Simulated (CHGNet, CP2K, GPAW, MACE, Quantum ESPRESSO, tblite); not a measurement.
# Twisted graphene monolayer on bilayer, 21.79° (42 atoms) in CP2K, part 3 of 3

Aim: run twisted graphene monolayer on bilayer, 21.79° (42 atoms) in CP2K and see how near its forces come to a plane-wave reference, and at what cost.

Program: CP2K 2026.2; the method stands at each step. Banners, paths, timers and routine set-up lines are dropped from the logs unmarked, and long logs keep their key lines alone; longer cuts are marked.

So far. Step 8 (PBE, DZVP-UZH, 630/50 Ry, diagonalisation): Against the first run (1.6 %), the force difference from the reference is 1.6 %, at 1.2 times the CPU time (on 4 against 2 cores): the change moves forces by 0.79 meV/Å r.m.s., so most of the difference comes from elsewhere.

## 9. TPSS, PBE potentials, DZVP-UZH, 450/50 Ry, diagonalisation

Method: Kohn-Sham DFT, TPSS, GTH-PBE pseudopotentials, Gaussian and plane waves, DZVP-MOLOPT (UZH set), diagonalisation.

input.inp reads:

```
&GLOBAL
  PROJECT cell
  RUN_TYPE ENERGY_FORCE
  PRINT_LEVEL LOW
&END GLOBAL
&FORCE_EVAL
  METHOD QS
  &DFT
    BASIS_SET_FILE_NAME BASIS_MOLOPT_UZH
    POTENTIAL_FILE_NAME POTENTIAL_UZH
    &MGRID
      CUTOFF 450
      REL_CUTOFF 50
    &END MGRID
    &QS
      EPS_DEFAULT 1.0E-12
    &END QS
    &SCF
      SCF_GUESS ATOMIC
      EPS_SCF 5.0E-06
      MAX_SCF 200
      ADDED_MOS 20
      &DIAGONALIZATION
        ALGORITHM STANDARD
      &END DIAGONALIZATION
      &SMEAR ON
        METHOD FERMI_DIRAC
        ELECTRONIC_TEMPERATURE [K] 580
      &END SMEAR
      &MIXING
        METHOD BROYDEN_MIXING
        ALPHA 0.2
        NBROYDEN 12
        BETA 0.05
      &END MIXING
      &PRINT
        &RESTART OFF
        &END RESTART
      &END PRINT
    &END SCF
    &XC
      &XC_FUNCTIONAL TPSS
      &END XC_FUNCTIONAL
    &END XC
    &PRINT
      &MULLIKEN ON
      &END MULLIKEN
      &HIRSHFELD ON
        SHAPE_FUNCTION DENSITY
      &END HIRSHFELD
      &MO ON
        EIGENVALUES T
        OCCUPATION_NUMBERS T
        MO_INDEX_RANGE 73 96
        &EACH
          QS_SCF 0
        &END EACH
        ADD_LAST NUMERIC
      &END MO
    &END PRINT
  &END DFT
  &SUBSYS
    &CELL
      A 6.50850 0.00000 0.00000
      B -3.25425 5.63653 0.00000
      C 0.00000 0.00000 20.69000
    &END CELL
    &TOPOLOGY
      COORD_FILE_NAME structure.xyz
      COORD_FILE_FORMAT XYZ
    &END TOPOLOGY
    &KIND C
      BASIS_SET DZVP-MOLOPT-PBE-GTH-q4
      POTENTIAL GTH-PBE-q4
    &END KIND
  &END SUBSYS
  &PRINT
    &FORCES ON
    &END FORCES
  &END PRINT
&END FORCE_EVAL
```

structure.xyz reads:

```xyz
42

[... 42 atom lines left out: the same atoms as in the first run ...]
```

Started as:

```console
> OMP_NUM_THREADS=1 mpirun -np 4 cp2k.psmp -i input.inp > output.txt
```

Numbers of over 12 decimals in the logs are rounded to 6 here.

The program printed:

```text
CP2K| version string:                                       CP2K version 2026.2
 CP2K| Input file name                                                 input.inp
 GLOBAL| Basis set file name                                    BASIS_MOLOPT_UZH
 GLOBAL| Potential file name                                       POTENTIAL_UZH
[... lines left out ...]
                        Smear method:                                FERMI_DIRAC
[... lines left out ...]
 Number of electrons:                                                        168
[... lines left out ...]
  Step     Update method      Time    Convergence         Total energy    Change
[... lines left out ...]
  *** SCF run converged in    12 steps ***
[... lines left out ...]
  Fermi energy:                                                 0.092270
  Total energy:                                              -239.184320
  Total energy (extrapolated to T->0):                       -239.184320
[... lines left out ...]
 MO| E(Fermi):            0.092270 a.u.          2.510800 eV
[... lines left out ...]
     42       C      1       4.000          3.996                         0.004
  Total Charge                                                           -0.000
 !-----------------------------------------------------------------------------!
 ENERGY| Total FORCE_EVAL ( QS ) energy [hartree]           -239.184284
 FORCES| Atomic forces [hartree/bohr]
 FORCES|   Atom     x               y               z               |f|
 FORCES|      1  3.39394965E-03  1.61544126E-02  1.82078075E-02   2.45765781E-02
 FORCES|      2  1.44406959E-02 -6.91166825E-03 -4.76253185E-03   1.67028910E-02
 FORCES|      3 -4.52035436E-02 -1.07306603E-01 -8.01771087E-03   1.16714828E-01
[...]
FORCES|     41 -3.94580058E-02  2.16653086E-03  9.21838848E-03   4.05784026E-02
 FORCES|     42  2.08336939E-02 -7.33461594E-02  1.47493750E-02   7.76610968E-02
 FORCES| Sum     3.52289308E-04 -1.70223060E-05 -1.05286180E-03
 FORCES| Total atomic force                                       1.11036727E-03
```

Run time: 2.1 min. Hardware: 4 MPI ranks of Intel Xeon Platinum 8488C (Sapphire Rapids), shared host; peak memory 2.7 GiB; 8.2 min of CPU time.

Numbers from this run, and their distance from the reference:

* r.m.s. force component: 1.552 eV/Å
* r.m.s. difference of force components: 31.03 meV/Å
* longest difference of force vectors: 104.7 meV/Å
* force difference over r.m.s. force: 2.037 %
* slope of forces against the reference's: 1.019
* correlation of force components: 1

Against the first run (1.6 %), the force difference from the reference is 2.0 %, at 2.5 times the CPU time (on 4 against 2 cores); the model has changed, so this is no error of the program alone.

## 10. LDA, DZVP-MOLOPT-SR, 450/50 Ry, diagonalisation

Method: Kohn-Sham DFT, LDA, GTH-PADE pseudopotentials, Gaussian and plane waves, DZVP-MOLOPT-SR-GTH, diagonalisation.

Edit input.inp of step 9 so:

```diff
@@ -8,4 +8,4 @@
   &DFT
-    BASIS_SET_FILE_NAME BASIS_MOLOPT_UZH
-    POTENTIAL_FILE_NAME POTENTIAL_UZH
+    BASIS_SET_FILE_NAME BASIS_MOLOPT
+    POTENTIAL_FILE_NAME GTH_POTENTIALS
     &MGRID
@@ -41,3 +41,3 @@
     &XC
-      &XC_FUNCTIONAL TPSS
+      &XC_FUNCTIONAL PADE
       &END XC_FUNCTIONAL
@@ -72,4 +72,4 @@
     &KIND C
-      BASIS_SET DZVP-MOLOPT-PBE-GTH-q4
-      POTENTIAL GTH-PBE-q4
+      BASIS_SET DZVP-MOLOPT-SR-GTH-q4
+      POTENTIAL GTH-PADE-q4
     &END KIND
```

structure.xyz is that of step 9.

Started as:

```console
> OMP_NUM_THREADS=2 cp2k.psmp -i input.inp > output.txt
```

The program printed:

```text
CP2K| version string:                                       CP2K version 2026.2
 CP2K| Input file name                                                 input.inp
 GLOBAL| Basis set file name                                        BASIS_MOLOPT
 GLOBAL| Potential file name                                      GTH_POTENTIALS
 GLOBAL| Run type                                                   ENERGY_FORCE
 GLOBAL| Total number of message passing processes                             1
 GLOBAL| Number of threads for this process                                    2
 TOTAL NUMBERS AND MAXIMUM NUMBERS
  Total number of            - Atomic kinds:                                   1
                             - Atoms:                                         42
[... lines left out ...]
                        Smear method:                                FERMI_DIRAC
[... lines left out ...]
 Number of electrons:                                                        168
[... lines left out ...]
  Step     Update method      Time    Convergence         Total energy    Change
[... lines left out ...]
  *** SCF run converged in    12 steps ***
[... lines left out ...]
  Fermi energy:                                                 0.072693
  Total energy:                                              -240.128961
  Total energy (extrapolated to T->0):                       -240.128961
[... lines left out ...]
 MO| E(Fermi):            0.072693 a.u.          1.978082 eV
[... lines left out ...]
       2     C        1          3.996259                              0.003741
       3     C        1          4.004196                             -0.004196
[...]
41     C        1          4.004136                             -0.004136
      42     C        1          3.993177                              0.006823
 # Total charge                            168.000000                  0.000000
 !-----------------------------------------------------------------------------!
 !-----------------------------------------------------------------------------!
                           Hirshfeld Charges
  #Atom  Element  Kind  Ref Charge     Population                    Net charge
      1       C      1       4.000          4.003                        -0.003
      2       C      1       4.000          3.997                         0.003
      3       C      1       4.000          4.003                        -0.003
[...]
41       C      1       4.000          4.004                        -0.004
     42       C      1       4.000          3.995                         0.005
  Total Charge                                                           -0.000
 !-----------------------------------------------------------------------------!
 ENERGY| Total FORCE_EVAL ( QS ) energy [hartree]           -240.128995
 FORCES| Atomic forces [hartree/bohr]
 FORCES|   Atom     x               y               z               |f|
 FORCES|      1  3.28014434E-03  1.57335965E-02  2.01491496E-02   2.57738945E-02
 FORCES|      2  1.38763650E-02 -6.61536018E-03 -3.50650253E-03   1.57674366E-02
 FORCES|      3 -4.39742776E-02 -1.04940851E-01 -7.03084309E-03   1.13998912E-01
[...]
FORCES|     41 -3.85040027E-02  2.56712002E-03  8.09391903E-03   3.94291752E-02
 FORCES|     42  2.02338465E-02 -7.16730825E-02  1.41395457E-02   7.58047891E-02
 FORCES| Sum     1.15062365E-04 -1.66940145E-05  6.17858354E-05
 FORCES| Total atomic force                                       1.31664450E-04
```

The job ended after 74 s (2 threads; peak memory 1.8 GiB; 2.3 min of CPU time).

Numbers from this run, and their distance from the reference:

```yaml
r_m_s_force_component: 1.52 eV/Å
r_m_s_difference_of_force_components: 35.13 meV/Å
longest_difference_of_force_vectors: 109.3 meV/Å
force_difference_over_r_m_s_force: 2.306 %
slope_of_forces_against_the_reference_s: 0.9973
correlation_of_force_components: 0.9997
```

Against the first run (1.6 %), the force difference from the reference is 2.3 %, at 0.69 times the CPU time; the model has changed, so this is no error of the program alone.

## 11. The ladder

Differences are against the plane-wave reference, forces as r.m.s. over components; share is that over the reference's r.m.s. force, slope the least-squares factor from reference forces to these. Total energies of different programs have different zeros and aren't compared.

```csv
run,"Δ force, r.m.s. (meV/Å)",share (%),slope,cores,CPU time,memory (GiB)
reference,-,-,-,4,2.7 min,1.1
"CP2K PBE, DZVP-UZH, 450/50 Ry, diagonalisation",23.7,1.56,1.014,2,3.3 min,1.8
"CP2K PBE, TZV2P-UZH, 450/50 Ry, diagonalisation",13.1,0.860,0.997,4,8 min,2.9
"CP2K PBE, DZVP-MOLOPT, 450/50 Ry, diagonalisation",33.0,2.16,1.020,2,26 min,1.9
"CP2K PBE+D4, DZVP-UZH, 450/50 Ry, diagonalisation",37.7,2.48,1.013,2,3.4 min,1.9
"CP2K PBE, DZVP-UZH, 450/30 Ry, diagonalisation (coarse)",23.7,1.56,1.014,2,2.6 min,1.8
"CP2K PBE, DZVP-UZH, 315/50 Ry, diagonalisation (coarse)",24.0,1.58,1.014,2,3.3 min,1.1
"CP2K PBE, DZVP-UZH, 630/50 Ry, diagonalisation",23.7,1.56,1.014,4,3.9 min,3.5
"CP2K TPSS, PBE potentials, DZVP-UZH, 450/50 Ry, diagonalisation",31.0,2.04,1.019,4,8.2 min,2.7
"CP2K LDA, DZVP-MOLOPT-SR, 450/50 Ry, diagonalisation",35.1,2.31,0.997,2,2.3 min,1.8
```

Rows marked coarse were listed beforehand as settings not expected to be converged; some can still land near the reference.

CPU time is summed over cores on a shared host, where runs went side by side, so it is rough. Symmetry, cutoffs, thresholds, outputs and thread counts weren't matched or tuned between programs; memory under MPI is the largest rank's times the ranks.

Within one program, basis, potentials and functional, energies share a zero. Each run against its twin at the usual cutoff or grid and solver:

```csv
run,twin,Δ energy (meV/atom),"Δ force, r.m.s. (meV/Å)",CPU time over the twin's
"CP2K PBE, DZVP-UZH, 450/30 Ry, diagonalisation","DZVP-UZH, 450/50 Ry, diagonalisation",-0.052,0.508,0.80
"CP2K PBE, DZVP-UZH, 315/50 Ry, diagonalisation","DZVP-UZH, 450/50 Ry, diagonalisation",0.003,3.24,0.98
"CP2K PBE, DZVP-UZH, 630/50 Ry, diagonalisation","DZVP-UZH, 450/50 Ry, diagonalisation",7.0e-4,0.794,1.2 (this twin ran on 2 cores)
```

## 12. What came out

- nearest in forces: CP2K PBE, TZV2P-UZH, 450/50 Ry, diagonalisation, 0.86 %
- its CPU time: 8 min

The PBE runs in local orbitals, coarse settings apart, differ by 0.86 % (CP2K PBE, TZV2P-UZH, 450/50 Ry, diagonalisation) to 2.2 % (CP2K PBE, DZVP-MOLOPT, 450/50 Ry, diagonalisation); basis, grid and potentials can all enter. Rows with another functional or a dispersion term differ by 2.0 % (CP2K TPSS, PBE potentials, DZVP-UZH, 450/50 Ry, diagonalisation) to 2.5 % (CP2K PBE+D4, DZVP-UZH, 450/50 Ry, diagonalisation), which mixes the change of model with differences of basis and potentials, some of them made for another functional. Runs with settings chosen to be coarse differ by 1.6 % in each run, their programs' other errors included. None of the electronic-structure runs in the table takes under half the reference's CPU time of 2.7 min; they take 0.84 to 9.6 times as much. The cell is under 6 Å thick along two periodic directions, so every atom has periodic images of itself close by, which move with it and show among its neighbours and in g(r). The reference's PBE has no dispersion term, which matters for the binding between molecules or layers. One k-point is far too coarse for the carbon or group-IV sheet, and it can put spurious forces of up to about 1 eV/Å on the sheet's atoms. The electronic-structure runs sample only Γ, in a cell whose shortest periodic width is 6 Å.

[Also dropped from logs without a mark: logging warnings of Python, and SIESTA's first energy breakdown and zero terms.]

[Logs are printed without paths, hosts, clocks, repeated set-up lines and the standing remarks that a program may print on its own settings, such as how far it seeks lower states.]

[Hosts, paths, dates, database ids (printed as entryN), source tags and the programs' standing remarks are cut or masked in the printed files.]
